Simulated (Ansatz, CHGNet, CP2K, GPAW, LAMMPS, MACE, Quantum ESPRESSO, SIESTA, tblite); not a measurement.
## Atom list for Aqueous Li+ and I-, 1.5 mol of salt per kg of water at 360 K (110 atoms)

36 H2O, 1 Li+, 1 I- placed at random, at 1.14 g/cm³; overlaps pushed apart, then 10 ps at 420 K with Joung-Cheatham ions (J. Phys. Chem. B 112, 9020 (2008)); SPC/E water (Berendsen, Grigera and Straatsma, J. Phys. Chem. 91, 6269 (1987)). Snapshot after 20 ps at 360 K and fixed volume.

Calculated values (Ansatz 0.2.0, Kohn-Sham DFT, PBE, PAW, plane waves; cutoff 420 eV, Γ point, fermi-dirac smearing of 0.05 eV; density 1.14 g/cm³) for the geometry as built.

Cell vectors (Å):

```
10.442 0.000 0.000
0.000 10.442 0.000
0.000 0.000 10.442
```

Positions (Å):

```
1 O 4.429 0.328 0.520
2 H 4.018 0.346 1.432
3 H 4.751 1.245 0.282
4 O 1.914 0.552 5.846
5 H 2.652 0.253 6.452
6 H 1.675 1.500 6.055
7 O 5.085 1.650 5.281
8 H 5.489 0.735 5.276
9 H 4.401 1.709 6.008
10 O 7.566 7.558 6.061
11 H 7.509 6.918 6.828
12 H 7.323 7.086 5.214
13 O 7.383 6.644 8.932
14 H 7.329 7.583 9.270
15 H 8.341 6.363 8.880
16 O 1.446 0.597 9.543
17 H 2.084 10.276 9.648
18 H 0.603 0.269 9.116
19 O 7.424 3.982 9.890
20 H 7.829 3.320 9.260
21 H 7.516 4.903 9.511
22 O 4.910 5.891 7.041
23 H 5.517 5.123 6.838
24 H 5.387 6.548 7.626
25 O 0.734 1.627 1.639
26 H 1.433 1.337 2.293
27 H 0.922 1.216 0.746
28 O 9.876 1.145 4.302
29 H 9.272 1.325 5.078
30 H 0.250 0.662 4.620
31 O 9.087 9.997 0.975
32 H 9.566 9.201 1.346
33 H 8.914 9.858 0.000
34 O 6.748 3.921 6.031
35 H 7.565 3.622 6.525
36 H 6.216 3.121 5.753
37 O 2.138 6.525 0.870
38 H 1.529 5.744 0.736
39 H 2.966 6.225 1.344
40 O 8.650 9.173 8.921
41 H 8.917 8.368 8.391
42 H 8.868 10.001 8.404
43 O 10.155 6.535 8.409
44 H 0.342 5.765 8.515
45 H 0.180 7.287 7.944
46 O 0.423 4.376 0.833
47 H 9.968 4.426 0.393
48 H 0.618 3.428 1.085
49 O 1.230 8.423 7.229
50 H 1.887 8.667 7.943
51 H 0.939 9.250 6.748
52 O 5.156 2.722 0.234
53 H 5.380 2.554 1.194
54 H 5.752 3.439 10.315
55 O 8.517 4.752 3.579
56 H 8.177 4.488 4.482
57 H 9.513 4.667 3.560
58 O 3.180 2.640 8.858
59 H 2.391 2.167 9.249
60 H 3.906 2.700 9.543
61 O 5.064 3.181 2.900
62 H 5.346 3.092 3.855
63 H 4.858 4.139 2.701
64 O 5.855 9.660 9.110
65 H 6.696 10.198 9.065
66 H 5.280 10.002 9.854
67 O 3.208 1.017 2.898
68 H 3.377 0.566 3.774
69 H 3.724 1.873 2.858
70 O 2.976 8.590 9.504
71 H 2.617 8.088 10.291
72 H 3.975 8.545 9.508
73 O 4.264 7.137 4.677
74 H 3.355 6.927 4.317
75 H 4.430 6.596 5.501
76 O 7.323 0.402 2.978
77 H 6.685 0.115 2.264
78 H 7.015 0.051 3.862
79 O 0.219 7.973 1.860
80 H 0.931 7.453 1.390
81 H 0.443 8.040 2.833
82 O 2.192 5.543 8.314
83 H 2.579 6.254 7.726
84 H 2.930 5.079 8.804
85 O 5.183 5.816 2.433
86 H 4.772 6.508 3.027
87 H 6.026 6.176 2.035
88 O 7.511 7.158 1.790
89 H 8.239 6.792 2.370
90 H 7.868 7.916 1.245
91 O 0.711 4.552 4.080
92 H 0.993 4.098 4.926
93 H 1.375 4.354 3.359
94 O 1.361 3.199 6.271
95 H 1.954 3.340 7.064
96 H 0.427 3.021 6.581
97 O 8.221 2.726 1.738
98 H 7.540 2.899 1.027
99 H 8.202 3.470 2.406
100 O 4.008 0.435 7.517
101 H 3.442 1.001 8.115
102 H 4.517 10.215 8.067
103 O 5.811 9.485 4.777
104 H 6.399 8.982 5.410
105 H 4.920 9.035 4.720
106 O 1.578 7.490 4.296
107 H 1.737 7.879 5.203
108 H 1.031 6.657 4.382
109 Li 9.187 1.087 2.334
110 I 9.141 1.869 7.672
```

Predict the forces and charges.

Columns: atom, q, fx, fy, fz (forces in eV/Å, q the Löwdin charge in e).

```
1 -0.72 -0.132 -0.256 0.295
2 0.39 0.162 0.207 -0.476
3 0.37 -0.347 -0.646 0.207
4 -0.74 -0.309 -0.409 -0.152
5 0.37 -0.175 0.508 -0.186
6 0.37 0.453 -0.463 -0.037
7 -0.69 -0.253 0.807 0.389
8 0.38 -0.552 0.291 0.248
9 0.39 1.139 -0.744 -0.619
10 -0.70 -0.267 -0.585 -0.477
11 0.39 -0.118 0.572 -0.920
12 0.41 0.385 0.176 1.280
13 -0.69 0.034 0.115 -0.141
14 0.40 0.223 -1.040 -0.254
15 0.38 -0.048 1.060 -0.062
16 -0.66 -0.506 -0.510 -0.123
17 0.39 -0.510 0.198 -0.095
18 0.38 1.074 0.313 0.465
19 -0.67 0.050 0.305 -0.760
20 0.36 -0.175 0.684 0.210
21 0.39 -0.423 -0.818 0.374
22 -0.68 0.313 0.420 0.414
23 0.39 0.053 0.611 0.242
24 0.40 -0.192 -1.153 -0.767
25 -0.70 0.143 0.097 0.088
26 0.39 -0.151 0.153 -0.895
27 0.38 0.185 -0.063 0.740
28 -0.72 0.125 -0.299 0.333
29 0.37 1.006 -0.427 -0.589
30 0.40 -0.999 0.612 0.123
31 -0.75 -0.336 0.024 -0.236
32 0.37 0.220 0.247 -0.643
33 0.37 0.495 -0.437 1.150
34 -0.69 0.293 0.166 0.058
35 0.37 -1.033 -0.292 -0.375
36 0.38 0.591 -0.078 0.446
37 -0.67 1.057 -0.343 0.237
38 0.40 0.353 -0.245 0.059
39 0.40 -0.977 0.163 -0.512
40 -0.66 0.404 -0.265 -0.942
41 0.40 -0.068 1.184 0.487
42 0.35 -0.123 -0.661 -0.138
43 -0.74 -0.517 -0.553 0.183
44 0.40 -0.099 1.245 -0.299
45 0.38 0.218 -0.773 0.206
46 -0.70 -0.488 0.105 -0.487
47 0.41 1.100 -0.489 0.818
48 0.39 -0.565 0.286 -0.178
49 -0.67 0.010 0.663 -0.299
50 0.39 -0.345 -0.035 -0.483
51 0.40 0.630 -0.443 0.661
52 -0.67 0.405 0.592 0.185
53 0.40 -0.109 1.006 -0.219
54 0.40 0.281 -0.561 0.320
55 -0.69 -0.283 -0.046 0.405
56 0.39 0.440 0.233 -0.997
57 0.39 -0.443 -0.091 0.648
58 -0.71 -0.595 0.032 0.091
59 0.38 0.774 0.362 0.021
60 0.38 -0.798 -0.171 -0.166
61 -0.68 -0.412 -0.166 0.552
62 0.39 -0.373 -0.063 -1.206
63 0.39 0.644 -0.093 0.367
64 -0.71 0.486 -0.046 -0.279
65 0.40 -1.216 -0.768 0.136
66 0.37 0.587 0.257 0.392
67 -0.67 0.007 -0.477 0.351
68 0.40 -0.130 1.084 -0.874
69 0.39 0.090 -0.407 0.664
70 -0.67 0.452 -0.050 0.201
71 0.40 0.589 -0.116 -0.730
72 0.40 -1.355 -0.077 0.264
73 -0.70 -0.567 -0.085 -0.446
74 0.38 0.377 0.373 0.815
75 0.38 -0.065 0.126 -0.226
76 -0.71 -0.528 -0.267 0.107
77 0.39 0.768 0.149 1.350
78 0.38 -0.215 -0.015 -1.579
79 -0.72 -0.531 0.307 0.764
80 0.38 -0.127 0.365 0.890
81 0.39 0.294 -0.255 -1.175
82 -0.68 0.897 0.015 -0.170
83 0.40 -0.085 -1.190 0.977
84 0.40 -0.787 0.711 -0.950
85 -0.71 -0.605 0.420 -0.411
86 0.38 1.032 -0.552 -0.110
87 0.40 -0.518 0.177 0.443
88 -0.69 0.744 0.202 0.011
89 0.41 -0.638 0.560 -0.901
90 0.40 -0.148 -0.915 1.020
91 -0.68 0.912 0.377 -0.896
92 0.39 0.294 -0.015 -0.420
93 0.40 -0.925 0.050 1.134
94 -0.64 0.396 -0.076 0.408
95 0.41 -0.824 0.231 -0.493
96 0.35 0.629 0.067 0.410
97 -0.73 -0.395 0.116 -0.519
98 0.37 1.196 0.201 1.182
99 0.38 -0.256 -0.151 -0.445
100 -0.69 -0.705 -0.426 0.191
101 0.37 0.957 -0.175 -0.120
102 0.38 0.034 0.769 -0.339
103 -0.67 -0.165 -0.011 0.701
104 0.40 -0.818 -0.062 -0.363
105 0.40 1.202 -0.238 0.276
106 -0.67 -0.256 -0.260 0.560
107 0.40 -0.545 -0.670 -0.697
108 0.40 0.563 0.537 0.291
109 0.77 -0.254 0.015 -0.115
110 -0.48 -0.390 -0.029 0.148
```

The network of contacts between molecules at the start is that of the classical potential that made the cell, and needn't be the one that DFT or experiment would give. The functional has no dispersion term, which matters for the binding between molecules or layers. The density was typed from a rule of thumb and may lie off the real one at this temperature. Only the Γ point is sampled, in a cell whose shortest periodic width is 10 Å. The Löwdin charges lack the electrons that the projection spills, 0.029 e an atom on average.

The r.m.s. force component is 0.548 eV/Å; the longest force, 1.69 eV/Å, acts on H98.

[Logs are printed without paths, hosts, clocks, repeated set-up lines and the standing remarks that a program may print on its own settings, such as how far it seeks lower states.]

[Hosts, paths, dates, database ids (printed as entryN), source tags and the programs' standing remarks are cut or masked in the printed files.]
